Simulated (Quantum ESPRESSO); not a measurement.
# HfN (Fm-3m): pw.x, ph.x and EPW, part 4 of 4

Wanted: λ, Tc and ρ(T) of HfN (Fm-3m) from Quantum ESPRESSO and EPW.

Quantum ESPRESSO 7.5; DFT LDA, scalar-relativistic, plane waves, PseudoDojo 0.4.1 norm-conserving pseudopotentials.

So far, resistivity at 300 K (μΩ cm): step 9 (resistivity: fine k 20×20×20, q 10×10×10, adaptive width …) 7.79.

**10. Coupling and Tc, input with a fault, fine q mesh 10×10×10, fine mesh 10×10×10**

A variant of the settings follows.

bad.in reads:

```
--
 &inputepw
    prefix='x',
    outdir='./tmp',
    dvscf_dir='./save',
    elph=.true.,
    etf_mem=1,
    nbndsub=9,
    bands_skipped='exclude_bands = 1-5',
    use_ws=.true.,
    vme='wannier',
    asr_typ='crystal',
    nk1=9,
    nk2=9,
    nk3=9,
    nq1=3,
    nq2=3,
    nq3=3,
    amass(1)=178.49,
    amass(2)=14.007,
    epwwrite=.false.,
    epwread=.true.,
    wannierize=.false.,
    nkf1=10,
    nkf2=10,
    nkf3=10,
    nqf1=10,
    nqf2=10,
    nqf3=10,
    mp_mesh_k=.true.,
    ephwrite=.true.,
    eliashberg=.true.,
    liso=.true.,
    limag=.true.,
    tc_linear=.true.,
    tc_linear_solver='power',
    fsthick=0.4,
    degaussw=0.01,
    degaussq=0.5,
    nqstep=500,
    muc=0.13,
    wscut=0.3,
    nsiter=500,
    nstemp=7,
    temps=0.5 1.0 2.0 4.0 8.0 16.0 32.0,
 /
```

On the command line:

```
$ OMP_NUM_THREADS=1 mpirun -n 8 epw.x -nk 8 -in bad.in > bad.out
```

The program printed:

```text
[the first part of the log is left out]
                  Fermi level (eV) =    0.193083663729911D+02
     DOS(states/spin/eV/Unit Cell) =    0.910029563913355D+00
            Electron smearing (eV) =    0.100000000000000D-01
                 Fermi window (eV) =    0.400000000000000D+00
     Finish writing .ephmat files
     ===================================================================
     Memory usage:  VmHWM =        73Mb
                   VmPeak =       809Mb
     ===================================================================
     Finish writing dos file x.dos
     Finish writing phdos files x.phdos and x.phdos_proj
     ===================================================================
     Solve isotropic Eliashberg equations
     ===================================================================
     Finish reading freq file
                  Fermi level (eV) =     1.9308366373E+01
     DOS(states/spin/eV/Unit Cell) =     9.1002956391E-01
            Electron smearing (eV) =     1.0000000000E-02
                 Fermi window (eV) =     4.0000000000E-01
     Nr irreducible k-points within the Fermi shell =        11 out of        47
           3 bands within the Fermi window
     Finish reading egnv file
     Max nr of q-points =       256
     Finish reading ikmap files
     Start reading .ephmat files
     Finish reading .ephmat files
     a2f file is not found to estimate initial gap: calculating a2f files
     Finish reading a2f file
     Electron-phonon coupling strength =    1.5673785
     Estimated Tc using McMillan expression =  38.3614 K for muc =   0.1300
     Estimated Tc using Allen-Dynes modified McMillan expression =  43.6087 K
     Estimated Tc using SISSO machine learning model =  49.7068 K
     Estimated w_log =  30.4040 meV
     Estimated BCS superconducting gap using McMillan Tc =   5.8181 meV
     Start: Solving (isotropic) linearized Eliashberg equation with solver = power
     For the first Temp.    0.50  K
       Total number of frequency points nsiw(     1) =   1108
       Cutoff frequency wscut =     0.3001
     Superconducting transition temp. Tc is the one which has Max. eigenvalue close to 1
      -----------------------------------------------------------------
             Temp.       Max.         nsiw     wscut    Nr. of iters
             (K)       eigenvalue    (itemp)   (eV)      to Converge
      -----------------------------------------------------------------
             0.50      7.1097172     1108      0.3001        8
             1.00      6.1348713      554      0.3002        9
             2.00      5.1668164      277      0.3005        9
             4.00      4.2085265      139      0.3021       10
             8.00      3.2656996       69      0.3010       12
            16.00      2.3442328       35      0.3075       16
            32.00      1.4816416       17      0.3032       27
      -----------------------------------------------------------------
     Finish: Solving (isotropic) linearized Eliashberg equation
```

It took 7.9 min on 8 MPI ranks of Intel Xeon Platinum 8375C at 2.90GHz (Ice Lake), shared host.

Numbers from this step:

| Property | Result |
| --- | --- |
| coupling constant λ | 1.567 |
| log mean phonon energy ħω_log | 30.40 meV |
| density of states at the Fermi level | 0.9100 states/eV a spin and cell |
| Fermi level on the fine mesh | 19.31 eV |

This input has a delta width far below the mesh spacing, and its λ = 1.57 is no result.

**11. Resistivity: fine k 26×26×26, q 13×13×13, adaptive width, window 0.32 eV**

At these temperatures only states within a few k_B T of the Fermi level carry current, so the mesh must be dense; it is refined.

bte-2.in reads:

```
--
 &inputepw
    prefix='x',
    outdir='./tmp',
    dvscf_dir='./save',
    elph=.true.,
    etf_mem=1,
    nbndsub=9,
    bands_skipped='exclude_bands = 1-5',
    use_ws=.true.,
    vme='wannier',
    asr_typ='crystal',
    nk1=9,
    nk2=9,
    nk3=9,
    nq1=3,
    nq2=3,
    nq3=3,
    amass(1)=178.49,
    amass(2)=14.007,
    epwwrite=.false.,
    epwread=.true.,
    wannierize=.false.,
    nkf1=26,
    nkf2=26,
    nkf3=26,
    nqf1=13,
    nqf2=13,
    nqf3=13,
    mp_mesh_k=.true.,
    scattering=.true.,
    iterative_bte=.true.,
    epmatkqread=.false.,
    assume_metal=.true.,
    int_mob=.false.,
    carrier=.false.,
    ngaussw=-99,
    mob_maxiter=200,
    broyden_beta=0.7,
    fsthick=0.32,
    degaussw=0.0,
    nstemp=6,
    temps=150 200 273 300 400 500,
    restart=.false.,
    selecqread=.false.,
 /
```

On the command line:

```
$ OMP_NUM_THREADS=1 mpirun -n 8 epw.x -nk 8 -in bte-2.in > bte-2.out
```

The program printed:

```text
[the first part of the log is left out]
     =============================================================================================
     Start solving iterative Boltzmann Transport Equation
     =============================================================================================
     Iteration number:         1
     =============================================================================================
       Temp     Fermi        DOS        Population SR                 Conductivity
        [K]      [eV]    [states/Ry] [carriers per cell]               [Ohm.cm]^-1
     =============================================================================================
      150.000  19.2697   0.18734E-01   0.00000E+00    0.117228E+06    0.000000E+00    0.103290E-12
                                      -0.26645E-14   -0.683219E-13    0.117228E+06    0.344300E-12
                                       0.27200E-14    0.137720E-12    0.206580E-12    0.117228E+06
      200.000  19.2709   0.59455E-01   0.00000E+00    0.101008E+06    0.688599E-13   -0.688599E-13
                                      -0.18319E-14    0.206580E-12    0.101008E+06    0.757459E-12
                                       0.19394E-14   -0.137720E-12   -0.137720E-12    0.101008E+06
      273.000  19.2714   0.95043E-01   0.44409E-15    0.810709E+05   -0.137720E-12    0.137720E-12
                                      -0.44409E-15   -0.688599E-13    0.810709E+05    0.550341E-12
                                      -0.21823E-14   -0.103290E-12    0.413159E-12    0.810709E+05
      300.000  19.2714   0.92011E-01   0.22204E-15    0.751291E+05    0.688599E-13   -0.154935E-12
                                      -0.27756E-16    0.103290E-12    0.751291E+05    0.104904E-12
                                      -0.44756E-15   -0.688599E-13    0.549803E-12    0.751291E+05
      400.000  19.2709   0.57284E-01  -0.22204E-15    0.587997E+05    0.103290E-12    0.000000E+00
                                       0.00000E+00   -0.176185E-13    0.587997E+05   -0.362321E-12
                                      -0.11692E-14    0.260914E-13    0.119967E-12    0.587997E+05
      500.000  19.2703   0.32101E-01   0.11102E-15    0.485523E+05   -0.344300E-13   -0.430374E-13
                                      -0.22074E-15   -0.172150E-13    0.485523E+05   -0.106753E-14
                                      -0.83267E-15    0.688599E-13   -0.505690E-13    0.485523E+05
                                                      0.117228E+06    Max error
     [...]
     Iteration number:        15
     =============================================================================================
       Temp     Fermi        DOS        Population SR                 Conductivity
        [K]      [eV]    [states/Ry] [carriers per cell]               [Ohm.cm]^-1
     =============================================================================================
      150.000  19.2697   0.18734E-01   0.00000E+00    0.123689E+06    0.688599E-13    0.206580E-12
                                      -0.36082E-14   -0.688599E-13    0.123689E+06    0.553031E-12
                                       0.65573E-15    0.688599E-13    0.123517E-11    0.123689E+06
      200.000  19.2709   0.59455E-01  -0.44409E-15    0.107034E+06    0.688599E-13    0.137720E-12
                                       0.27756E-16   -0.138527E-12    0.107034E+06    0.829547E-12
                                      -0.45450E-15   -0.206042E-12    0.135568E-12    0.107034E+06
      273.000  19.2714   0.95043E-01  -0.66613E-15    0.862661E+05   -0.516449E-13   -0.172150E-13
                                      -0.26645E-14   -0.860749E-13    0.862661E+05    0.174840E-12
                                      -0.56205E-15    0.516449E-13   -0.448665E-12    0.862661E+05
      300.000  19.2714   0.92011E-01  -0.44409E-15    0.800138E+05    0.000000E+00    0.103290E-12
                                      -0.13461E-14    0.137989E-12    0.800138E+05   -0.215187E-14
                                      -0.23228E-14   -0.103290E-12    0.586385E-12    0.800138E+05
      400.000  19.2709   0.57284E-01  -0.22204E-15    0.627207E+05    0.000000E+00    0.120505E-12
                                       0.43715E-15    0.000000E+00    0.627207E+05    0.138392E-12
                                      -0.10651E-14   -0.172150E-13    0.240472E-12    0.627207E+05
      500.000  19.2703   0.32101E-01  -0.11102E-15    0.517951E+05    0.860749E-14   -0.258225E-13
                                      -0.11068E-14   -0.430374E-13    0.517951E+05    0.862094E-13
                                      -0.54644E-16   -0.431047E-13    0.119967E-12    0.517951E+05
                                                      0.641216E-06    Max error
```

Wall time 18 min (8 MPI ranks); 2.4 h of CPU time.

Numbers from this step:

* iterations: 15
* resistivity at 300 K: 12.50 μΩ cm

Resistivity, by row:

| T (K) | rho_xx (μΩ cm) | rho_yy | rho_zz | relaxation-time approximation, mean of the axes (μΩ cm) |
| --- | --- | --- | --- | --- |
| 150 | 8.085 | 8.085 | 8.085 | 6.585 |
| 200 | 9.343 | 9.343 | 9.343 | 7.553 |
| 273 | 11.59 | 11.59 | 11.59 | 9.31 |
| 300 | 12.5 | 12.5 | 12.5 | 10.03 |
| 400 | 15.94 | 15.94 | 15.94 | 12.77 |
| 500 | 19.31 | 19.31 | 19.31 | 15.48 |

ρ(300 K) = 12.5 μΩ cm, against 7.79 before (+60 %); the relaxation-time start gave 10.0. The largest adaptive width printed is 0.41 eV, against a window of 0.32 eV outside which no state is counted.

**12. What came out**

```
Wannier functions, band error  : 9 functions; 7 meV r.m.s.
resistivity at 300 K, 20×20×20 : 7.79 μΩ cm, unsound
resistivity at 300 K, 26×26×26 : 12.5 μΩ cm, unsound
```

In words: Step 7: Of the bands kept, 3 cross the Fermi level on this path. Step 7: The highest branch reaches 576 cm⁻¹ on this path, between K and Γ. Step 7: No branch goes imaginary on this path. On the finest meshes run, HfN (Fm-3m) has an unconverged phonon-limited resistivity of 12.5 μΩ cm at 300 K. The last refinement of the mesh moved the resistivity by 60 %, so the value is unsound: it shows how far such meshes scatter and no more. On the finest mesh the adaptive width still reaches 0.41 eV against a window of 0.32 eV; the window, which cuts off final states, was not widened. The relaxed volume lies -4.3 % from the database entry, which shifts the phonons and with them λ and ρ. No coupling constant was obtained: no sound run of that kind finished. Between 150 and 500 K the resistivity rises by a factor of 2.39, against 3.33 for a straight line through the origin; phonon scattering should fall faster than that line on cooling, so the temperature dependence is not converged. The rows at 150, 200, 273, 300, 400 and 500 K moved by more than 10 % in the last refinement. Spin–orbit coupling is left out, though Hf is heavy. The q mesh of ph.x (3×3×3), the k mesh and smearing of the ground state (9×9×9) and EPW's coarse k mesh (9×9×9) were not varied. Only scattering by harmonic phonons counts; impurities, grain boundaries and thermal expansion are left out.

[The logs of pw.x and epw.x are selected lines.]

[Logs are printed without paths, hosts, clocks, repeated set-up lines and the standing remarks that a program may print on its own settings, such as how far it seeks lower states.]

[Hosts, paths, dates, database ids (printed as entryN), source tags and the programs' standing remarks are cut or masked in the printed files.]
